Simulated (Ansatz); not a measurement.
## HfO2 (Fm-3m) under uniaxial strain along [001]

Aim: how do the optical modes of HfO2 (Fm-3m) shift and split under this strain?

Main program and level: Ansatz 0.2.0; DFT LDA, scalar-relativistic, plane waves, PAW; PAW set soft_1.

## 1. Starting point

It takes space group Fm-3m (No. 225, cubic). The conventional cell has a = 5.115 Å, b = 5.115 Å, c = 5.115 Å, α = 90.00°, β = 90.00°, γ = 90.00°. Nearest to O lie 4 Hf at 2.21 Å. Hf has 8 O at 2.21 Å nearest. Farther neighbours and most contacts between anions are not listed.

Coordinates:

```cif
data_structure
_symmetry_space_group_name_H-M 'P 1'
_symmetry_Int_Tables_number 1
_cell_length_a 3.6169
_cell_length_b 3.6169
_cell_length_c 3.6169
_cell_angle_alpha 60.000
_cell_angle_beta 60.000
_cell_angle_gamma 60.000
_cell_volume 33.46
loop_
_atom_site_label
_atom_site_type_symbol
_atom_site_fract_x
_atom_site_fract_y
_atom_site_fract_z
_atom_site_occupancy
O1 O 0.25000 0.25000 0.25000 1
O2 O 0.75000 0.75000 0.75000 1
Hf3 Hf 0.00000 0.00000 0.00000 1
```

## 2. A rough relaxation first

A rough relaxation comes first, because large forces or stress need no tight tolerances yet.

File input.yaml:

```yaml
crystal:
  lattice:
    - [0.0, 2.5575, 2.5575]
    - [2.5575, 0.0, 2.5575]
    - [2.5575, 2.5575, 0.0]
  atoms:
    - { symbol: O, position: [0.25, 0.25, 0.25] }
    - { symbol: O, position: [0.75, 0.75, 0.75] }
    - { symbol: Hf, position: [0.0, 0.0, 0.0] }
kpoints:
  mp_grid: { grid: [6, 6, 6] }
hamiltonian:
  xc: lda
  pseudopotentials: { kind: paw, azcp: { folder: soft_1 }, xc_functional: pbe }
scf:
  occupations: { method: gaussian, width: 0.1 }
output:
  forces: true
  stress: true
  eigenvalues: true
relax:
  adjacent_minimum: "off"
  f_tol: 0.05
  max_steps: 80
  cell: { stress_tol: 0.5 }
```

Run with:

```console
ansatz run input.yaml --threads 8 --pin off --max-ram 20480MiB --backend cpu --events-out ev --progress --plain --runs-dir out
```

Numbers of over 12 decimals in the logs are rounded to 6 here.

Log:

```text
The last accepted step is kept in <dir> (removed where the run ends without a failure and the disk answers)
Engine: ansatz 0.2.0, aarch64-unknown-linux-gnu
Pseudopotentials: kind: paw
Pseudopotential: O, paw, valence charge 6, recommended cutoff 420 eV (normal), soft_1/O.paw.azcp
Pseudopotential: Hf, paw, valence charge 26, recommended cutoff 420 eV (normal), soft_1/Hf.paw.azcp
Functional definition: SPW92
[...]
F+E_penalty+E_count = -16593.62036798 eV   max|allowed force component| = 1.523e-17 eV/Å   (the final SCF, on the basis selected at the relaxed cell)
  cell:  # Å, volume = 31.3312 Å³
    - [0, 2.502162, 2.502162]
    - [2.502162, 0, 2.502162]
    - [2.502162, 2.502162, 0]
  atoms:
    - { symbol: O, position: [0.25, 0.25, 0.25] }
    - { symbol: O, position: [0.750000, 0.75, 0.750000] }
    - { symbol: Hf, position: [0, 0, 0] }
[key lines of the parts left out:]
SCF converged after 5 iterations
Free energy (F): -16593.620368 eV
Fermi energy:    17.022478 eV
P = ⅓ Tr σ = -0.4324 GPa (-4.324 kbar)
```

Run time: 2.2 s. Hardware: 8 threads of Arm Neoverse N1, shared host; peak memory 0.32 GiB; 9.3 s of CPU time.

Step by step:

| step | energy less that of the first step (eV) | largest force component (eV/Å) | pressure (GPa) | volume (Å³) |
| --- | --- | --- | --- | --- |
| 1 | 0.0000 | 0.0000 | -16.46 | 33.46 |
| 2 | -0.1203 | 0.0000 | 5.06 | 30.80 |
| 3 | -0.1255 | 0.0000 | -0.50 | 31.38 |
| 4 | -0.1258 | 0.0000 | -0.01 | 31.33 |
| 5* | -0.1185 | 0.0000 | -0.43 | 31.33 |

Relaxation steps marked * repeat the geometry before them on a plane-wave basis chosen anew for their cell, so energy and pressure can jump there.

The run keeps the 48 symmetry operations that it works with, so distortions that break them were not tested.

| conventional cell, symmetrised | before | after | change |
| --- | --- | --- | --- |
| a (Å) | 5.115 | 5.004 | -2.2 % |
| b (Å) | 5.115 | 5.004 | -2.2 % |
| c (Å) | 5.115 | 5.004 | -2.2 % |
| volume (Å³/atom) | 11.15 | 10.44 | -6.4 % |

Final coordinates:

```cif
data_structure
_symmetry_space_group_name_H-M 'P 1'
_symmetry_Int_Tables_number 1
_cell_length_a 3.5386
_cell_length_b 3.5386
_cell_length_c 3.5386
_cell_angle_alpha 60.000
_cell_angle_beta 60.000
_cell_angle_gamma 60.000
_cell_volume 31.33
loop_
_atom_site_label
_atom_site_type_symbol
_atom_site_fract_x
_atom_site_fract_y
_atom_site_fract_z
_atom_site_occupancy
O1 O 0.25000 0.25000 0.25000 1
O2 O 0.75000 0.75000 0.75000 1
Hf3 Hf 0.00000 0.00000 0.00000 1
```

A gap read on the k-mesh alone can miss the band edges.

This step gave:

```yaml
pressure: -0.4324 GPa
gap_on_the_k_mesh: 3.658 eV
volume_per_atom: 10.44 Å³
```

In this step the volume went from 11.15 to 10.44 Å³/atom.

## 3. Bringing the structure to rest

The cell and atoms are relaxed, since residual forces and stress would shift the frequencies.

input.yaml, the sections that differ from step 2:

```yaml
crystal:
  lattice:
    - [0.0, 2.5021624955, 2.5021624955]
    - [2.5021624955, 0.0, 2.5021624955]
    - [2.5021624955, 2.5021624955, 0.0]
  atoms:
    - { symbol: O, position: [0.25, 0.25, 0.25] }
    - { symbol: O, position: [0.75, 0.75, 0.75] }
    - { symbol: Hf, position: [0.0, 0.0, 0.0] }
kpoints:
  mp_grid: { grid: [8, 8, 8] }
scf:
  occupations: { method: gaussian, width: 0.02 }
relax:
  adjacent_minimum: "off"
  f_tol: 0.005
  max_steps: 80
  cell: { stress_tol: 0.05 }
# hamiltonian, output: as in step 2
```

Log:

```text
[...]
Crystal: 3 atoms, lattice volume = 31.331 Å³
Basis set: ecut = 420 eV, 609 PW (Γ)
Bands: 23, of which v1, the nominal top of the filled ones, is band 19 counted from 1 (18 counted from 0)
Symmetry: 48 space group operations
[...]
k-points: 29 of 512
[...]
k-point 28: bands = [... 15 lower, 12.5098, 12.5098, 13.6786, 14.9985, 20.0072, 20.3672, 22.5849, 22.5849]
--- Relaxed structure (3 steps of the walk, 3 accepted, 1 SCFs on fresh bases) ---
[...]
cell:  # Å, volume = 31.2840 Å³
    - [0, 2.500908, 2.500908]
    - [2.500908, 0, 2.500908]
    - [2.500908, 2.500908, 0]
  atoms:
    - { symbol: O, position: [0.25, 0.25, 0.25] }
    - { symbol: O, position: [0.750000, 0.750000, 0.750000] }
    - { symbol: Hf, position: [0, 0, 0] }
[key lines of the parts left out:]
SCF converged after 5 iterations
Free energy (F): -16593.620049 eV
Fermi energy:    17.054184 eV
P = ⅓ Tr σ = -0.0126 GPa (-0.126 kbar)
```

Run time: 2.2 s. Hardware: 8 threads; peak memory 0.34 GiB.

Little changed from the start: no atom moved by 0.005 Å and no cell edge by 0.1 %.

This step gave:

```yaml
pressure: -0.01258 GPa
gap_on_the_k_mesh: 3.661 eV
volume_per_atom: 10.43 Å³
```

In this step the volume went from 10.44 to 10.43 Å³/atom.

## 4. Tight relaxation

Phonons need small forces and stress, so the relaxation is finished with tight tolerances on 8×8×8 k points.

input.yaml, the sections that differ from step 3:

```yaml
crystal:
  lattice:
    - [0.0, 2.5009076333, 2.5009076333]
    - [2.5009076333, 0.0, 2.5009076333]
    - [2.5009076333, 2.5009076333, 0.0]
  atoms:
    - { symbol: O, position: [0.25, 0.25, 0.25] }
    - { symbol: O, position: [0.75, 0.75, 0.75] }
    - { symbol: Hf, position: [0.0, 0.0, 0.0] }
scf:
  occupations: { method: fixed }
relax:
  adjacent_minimum: "off"
  f_tol: 0.001
  max_steps: 60
  cell: { stress_tol: 0.01 }
# kpoints, hamiltonian, output: as in step 3
```

Log:

```text
[...]
Crystal: 3 atoms, lattice volume = 31.284 Å³
Basis set: ecut = 420 eV, 609 PW (Γ)
Bands: 23, of which v1, the nominal top of the filled ones, is band 19 counted from 1 (18 counted from 0)
Symmetry: 48 space group operations
[...]
k-points: 29 of 512
[...]
k-point 28: bands = [... 15 lower, 12.5106, 12.5106, 13.6795, 14.9995, 20.0084, 20.3684, 22.5864, 22.5864]
--- Relaxed structure (2 steps of the walk, 2 accepted, 1 SCFs on fresh bases) ---
[...]
cell:  # Å, volume = 31.2825 Å³
    - [0, 2.500866, 2.500866]
    - [2.500866, 0, 2.500866]
    - [2.500866, 2.500866, 0]
  atoms:
    - { symbol: O, position: [0.25, 0.25, 0.25] }
    - { symbol: O, position: [0.750000, 0.750000, 0.750000] }
    - { symbol: Hf, position: [0, 0, 0] }
[key lines of the parts left out:]
SCF converged after 4 iterations
Free energy (F): -16593.620057 eV
Fermi energy:    15.224508 eV
P = ⅓ Tr σ = 0.0014 GPa (0.014 kbar)
```

It took 1.7 s on 8 threads; peak memory 0.33 GiB.

Little changed from the start: no atom moved by 0.005 Å and no cell edge by 0.1 %.

Numbers from this step:

| Property | Result |
| --- | --- |
| pressure | 0.001431 GPa |

The forces vanish by symmetry and the pressure is 0.001 GPa, within the tolerances set. The cell now holds 10.43 Å³/atom.

## 5. Zone-centre response at rest

The modes at rest are the reference of the series, and the response to a field gives the dielectric tensor and the Born charges.

input.yaml, the sections that differ from step 4:

```yaml
crystal:
  lattice:
    - [0.0, 2.5008662492, 2.5008662492]
    - [2.5008662492, 0.0, 2.5008662492]
    - [2.5008662492, 2.5008662492, 0.0]
  atoms:
    - { symbol: O, position: [0.25, 0.25, 0.25] }
    - { symbol: O, position: [0.75, 0.75, 0.75] }
    - { symbol: Hf, position: [0.0, 0.0, 0.0] }
output:
  eigenvalues: true
phonons:
  method: dfpt
  dielectric: true
  rigid_motions: translations
# kpoints, hamiltonian, scf: as in step 4
# relax: removed
```

Log:

```text
[...]
Crystal: 3 atoms, lattice volume = 31.282 Å³
Basis set: ecut = 420 eV, 609 PW (Γ), exchange–correlation on 48×48×48 points (8 copies of the dense FFT grid, shifted against one another)
Bands: 23, of which v1, the nominal top of the filled ones, is band 19 counted from 1 (18 counted from 0)
Symmetry: 48 space group operations
k-points: 95 of 512 (irreducible under 4 space group operations, time reversal used)
[...]
SCF iter   1: F=—  HF=-16594.311838 eV  |F-HF|=—  |Δ(HF+E_count)|=         —  Δρ=9.06e-2  dr2=1.96e0  ethr=3.10e-3  ⟨swp⟩=4.0  Hψ=7195  notcnv=0  defer=184
[...]
SCF iter   9: F=-16593.620059 eV  HF=-16593.620059 eV  |F-HF|=4.73e-11  |Δ(HF+E_count)|=  9.09e-11  Δρ=2.45e-7  dr2=2.00e-11  ethr=1.00e-12  ⟨swp⟩=8.4  Hψ=15013  notcnv=0
SCF 1 converged in 9 iterations: F = -16593.620059 eV  dr2 = 2.00e-11
[...]
DFPT response loops at Γ: preconditioner auto → none (the input reference at scf.mixing.eps_inf says where Resta's filter doesn't serve); β = 0.50; Broyden in place of MSR1
SCF converged after 9 iterations
Free energy (F): -16593.620059 eV
[...]
Internal energy: -16593.620059 eV  (E = F + TS)
E sigma→0 (E₀):  -16593.620059 eV
Fermi energy:    15.224507 eV
[...]
--- Band table (eV; the first three rows and the last of 95) ---
  k-point 0: bands = [... 15 lower, 9.4991, 14.5762, 14.5762, 14.5762, 18.9887, 18.9887, 21.1487, 26.0868]
  k-point 1: bands = [... 15 lower, 9.9831, 14.1086, 14.2603, 14.2603, 19.3145, 19.3145, 21.7498, 25.3066]
  k-point 2: bands = [... 15 lower, 11.0678, 13.1688, 13.7064, 13.7064, 19.7912, 19.7912, 22.3357, 24.7326]
  k-point 94: bands = [... 15 lower, 12.5106, 12.5106, 13.6795, 14.9995, 20.0084, 20.3684, 22.5864, 22.5864]
--- Phonons (Γ-DFPT): 2 representative perturbations + reference, on 95 of 512 k-points (Σ response iterations 9) ---
  k mesh reduced under 4 symmetry operations, with k and −k counted as one. Each operation leaves every solved perturbation unchanged. A smaller set is not considered because the run solves the response to a homogeneous field
  ASR residual: 1.112e-4 → 0.000e0 eV/Å²; symmetrization residual: 6.142e-7 eV/Å²
  ASR residual per site (eV/Å²): 2.88e-5 2.88e-5 1.11e-4
  Γ frequencies (cm⁻¹): 0.00 0.00 0.00 248.35 248.35 248.35 596.47 596.47 596.47
  ε∞ (high-frequency dielectric tensor):
        5.395184     0.000000    -0.000000
        0.000000     5.395184     0.000000
        0.000000     0.000000     5.395184
  ε⁰ (static dielectric tensor: ions relaxed, cell fixed):
       34.759922     0.000000     0.000000
        0.000000    34.759922     0.000000
        0.000000     0.000000    34.759922
  ε⁰ − ε∞ (ionic part):
       29.364738     0.000000     0.000000
        0.000000    29.364738     0.000000
        0.000000     0.000000    29.364738
  softest optical mode at Γ: 248.35 cm⁻¹; the repairs (sum rule, projections) moved no ω² at Γ by more than (0.76 cm⁻¹)²
  Born effective charges Z* (e; rows j = field, columns β = displacement):
    site 0:
        -2.79476    0.00000   -0.00000
        -0.00000   -2.79476   -0.00000
         0.00000    0.00000   -2.79476
    site 1:
        -2.79476    0.00000   -0.00000
         0.00000   -2.79476    0.00000
        -0.00000    0.00000   -2.79476
    site 2:
         5.58953   -0.00000    0.00000
         0.00000    5.58953    0.00000
        -0.00000   -0.00000    5.58953
  Z* charge neutrality: 2.393e-5 e pre-enforcement
  k-mesh period / interband length: 28.3 Å / 1.35 Å = 20.98 at k = (0.0000, 0.0000, 0.0000), direct gap 4.413 eV — 14 or more, which is no proof of convergence
  optical modes at Γ without the LO–TO term, one row a degenerate level:
      ω (cm⁻¹)  modes    IR ((D/Å)²/amu)
        248.35      3            79.6941
        596.47      3             0.0000
  optical modes at Γ + LO–TO along q̂ = [1.0000, 0.0000, 0.0000]:
      ω (cm⁻¹)  modes    IR ((D/Å)²/amu)
        248.35      2            53.1294
        596.47      3             0.0000
        630.38      1            26.5647
  optical modes at Γ + LO–TO along q̂ = [0.0000, 1.0000, 0.0000]:
      ω (cm⁻¹)  modes    IR ((D/Å)²/amu)
        248.35      2            53.1294
        596.47      3             0.0000
        630.38      1            26.5647
  optical modes at Γ + LO–TO along q̂ = [0.0000, 0.0000, 1.0000]:
      ω (cm⁻¹)  modes    IR ((D/Å)²/amu)
        248.35      2            53.1294
        596.47      3             0.0000
        630.38      1            26.5647
```

The job ended after 11 s (8 threads; peak memory 0.58 GiB).

Numbers from this step:

```
sum-rule residual before enforcement                    : 1.11e-4 eV/Å²
miss of the charge sum rule                             : 2.39e-5 e
point group                                             : m-3m
highest optical mode at the zone centre (no LO-TO term) : 596.5 cm⁻¹
lowest optical zone-centre mode                         : 248.3 cm⁻¹
mean high-frequency dielectric constant                 : 5.395
largest Born charge (third of the trace)                : 5.590 e
mean static dielectric constant                         : 34.76
top of the zone-centre spectrum with the field          : 630.4 cm⁻¹
```

Without the LO-TO term. Patterns of degenerate modes are one choice out of their space. The modes at Γ (shares of kinetic energy by element, %):

| mode | frequency (cm⁻¹) | symmetry | O % | Hf % |
| --- | --- | --- | --- | --- |
| 1 | 0.0 | acoustic | 15 | 85 |
| 2 | 0.0 | acoustic | 15 | 85 |
| 3 | 0.0 | acoustic | 15 | 85 |
| 4 | 248.3 | T1u | 85 | 15 |
| 5 | 248.3 | T1u | 85 | 15 |
| 6 | 248.3 | T1u | 85 | 15 |
| 7 | 596.5 | T2g | 100 | 0 |
| 8 | 596.5 | T2g | 100 | 0 |
| 9 | 596.5 | T2g | 100 | 0 |

Displacements in mode 6 (248.3 cm⁻¹), the largest set to 1:
```
O1   1.00  0.31  0.02
O2   1.00  0.31  0.02
Hf3 -0.18 -0.06  0.00
```

Displacements in mode 7 (596.5 cm⁻¹), the largest set to 1:
```
O1   1.00  0.00  0.00
O2  -1.00  0.00  0.00
Hf3  0.00  0.00  0.00
```

Optical modes at the zone centre, without and with the macroscopic field of the longitudinal modes; each column is sorted by frequency, so a row need not hold one and the same mode. Modes with and without the field, by row:

| rank among optical modes | no field (cm⁻¹) | q along (1, 0, 0) (cm⁻¹) |
| --- | --- | --- |
| 1 | 248.3 | 248.3 |
| 2 | 248.3 | 248.3 |
| 3 | 248.3 | 596.5 |
| 4 | 596.5 | 596.5 |
| 5 | 596.5 | 596.5 |
| 6 | 596.5 | 630.4 |

Born charge (rows field, columns displacement) (e), principal values of the symmetric part by kind of site:

| atom | atoms with these values | low | middle | high | mean |
| --- | --- | --- | --- | --- | --- |
| O1 | 2 | -2.79 | -2.79 | -2.79 | -2.79 |
| Hf3 | 1 | 5.59 | 5.59 | 5.59 | 5.59 |

In full for O1:

```
-2.79  0.00  0.00
 0.00 -2.79  0.00
 0.00  0.00 -2.79
```

High-frequency dielectric tensor:

```
5.40 0.00 0.00
0.00 5.40 0.00
0.00 0.00 5.40
```

Static dielectric tensor (ions relaxed, fixed cell):

```
34.76  0.00  0.00
 0.00 34.76  0.00
 0.00  0.00 34.76
```

Transverse modes. Infrared lines, with heights relative to the strongest:

| position (cm⁻¹) | label | relative intensity |
| --- | --- | --- |
| 248 | T1u | 100 |
| 596 | T2g | 0.0 |

Before it was imposed, the acoustic sum rule was missed by 1.1e-4 eV/Å² and the charge sum rule by 2.4e-5 e. Small misses are needed for a sound result but don't prove that mesh and cutoff are converged. The lowest optical mode is real, 248 cm⁻¹.

## 6. Relaxation of a member: uniaxial strain of +4 % along [001]

The cell takes a uniaxial strain of +4 % along [001]. The strained length and the angles are held, while the rest of the cell and the atoms relax.

input.yaml, the sections that differ from step 5:

```yaml
crystal:
  lattice:
    - [0.0, 2.489266107, 2.6009008992]
    - [2.489266107, 0.0, 2.6009008992]
    - [2.489266107, 2.489266107, 0.0]
  atoms:
    - { symbol: O, position: [0.25, 0.25, 0.25] }
    - { symbol: O, position: [0.75, 0.75, 0.75] }
    - { symbol: Hf, position: [0.0, 0.0, 0.0] }
  conventional_axes: [[-1, 1, 1], [1, -1, 1], [1, 1, -1]]
output:
  forces: true
  stress: true
  eigenvalues: true
relax:
  adjacent_minimum: "off"
  f_tol: 0.001
  max_steps: 60
  cell: { stress_tol: 0.01, fix: [c, angles] }
# kpoints, hamiltonian, scf: as in step 5
# phonons: removed
```

Log:

```text
[...]
Crystal: 3 atoms, lattice volume = 32.233 Å³
Basis set: ecut = 420 eV, 625 PW (Γ)
Bands: 23, of which v1, the nominal top of the filled ones, is band 19 counted from 1 (18 counted from 0)
Symmetry: 16 space group operations
[...]
k-points: 59 of 512
[...]
--- Relaxed structure (4 steps of the walk, 4 accepted, 2 SCFs on fresh bases) ---
[...]
cell:  # Å, volume = 32.1418 Å³
    - [0.0, 2.485753, 2.6009008992]
    - [2.485753, 0.0, 2.6009008992]
    - [2.485753, 2.485753, 0.0]
  atoms:
    - { symbol: O, position: [0.250000, 0.250000, 0.250000] }
    - { symbol: O, position: [0.750000, 0.750000, 0.750000] }
    - { symbol: Hf, position: [0, 0, 0] }
[key lines of the parts left out:]
SCF converged after 5 iterations
Free energy (F): -16593.535597 eV
Fermi energy:    14.873982 eV
P = ⅓ Tr σ = -7.1431 GPa (-71.431 kbar)
```

The job ended after 4.8 s (8 threads; peak memory 0.37 GiB; 27 s of CPU time).

Relaxation path:

| step | energy less that of the first step (eV) | largest force component (eV/Å) | pressure (GPa) | volume (Å³) |
| --- | --- | --- | --- | --- |
| 1 | 0.0000 | 0.0000 | -7.85 | 32.23 |
| 2 | -0.0009 | 0.0000 | -6.85 | 32.11 |
| 3 | -0.0007 | 0.0000 | -7.14 | 32.14 |
| 4* | -0.0002 | 0.0000 | -7.16 | 32.14 |
| 5 | -0.0002 | 0.0000 | -7.14 | 32.14 |
| 6* | -0.0002 | 0.0000 | -7.14 | 32.14 |

Relaxation steps marked * repeat the geometry before them on a plane-wave basis chosen anew for their cell, so energy and pressure can jump there.

The run keeps the 16 symmetry operations that it works with, so distortions that break them were not tested.

| conventional cell, symmetrised | before | after | change |
| --- | --- | --- | --- |
| a (Å) | 3.520 | 3.515 | -0.1 % |
| b (Å) | 3.520 | 3.515 | -0.1 % |
| c (Å) | 5.202 | 5.202 | +0.0 % |
| volume (Å³/atom) | 10.74 | 10.71 | -0.3 % |

Final coordinates:

```cif
data_structure
_symmetry_space_group_name_H-M 'P 1'
_symmetry_Int_Tables_number 1
_cell_length_a 3.5977
_cell_length_b 3.5977
_cell_length_c 3.5154
_cell_angle_alpha 60.754
_cell_angle_beta 60.754
_cell_angle_gamma 58.491
_cell_volume 32.14
loop_
_atom_site_label
_atom_site_type_symbol
_atom_site_fract_x
_atom_site_fract_y
_atom_site_fract_z
_atom_site_occupancy
O1 O 0.25000 0.25000 0.25000 1
O2 O 0.75000 0.75000 0.75000 1
Hf3 Hf 0.00000 0.00000 0.00000 1
```

This step gave:

| Quantity | Value |
| --- | --- |
| pressure | -7.143 GPa |
| gap on the k-mesh | 3.172 eV |
| volume per atom | 10.71 Å³ |

The forces vanish by symmetry.

The cell shrank by 0.3 % in volume.

(Continued in part 2 of 2.)

[Logs are printed without paths, hosts, clocks, repeated set-up lines and the standing remarks that a program may print on its own settings, such as how far it seeks lower states.]

[Hosts, paths, dates, database ids (printed as entryN), source tags and the programs' standing remarks are cut or masked in the printed files.]
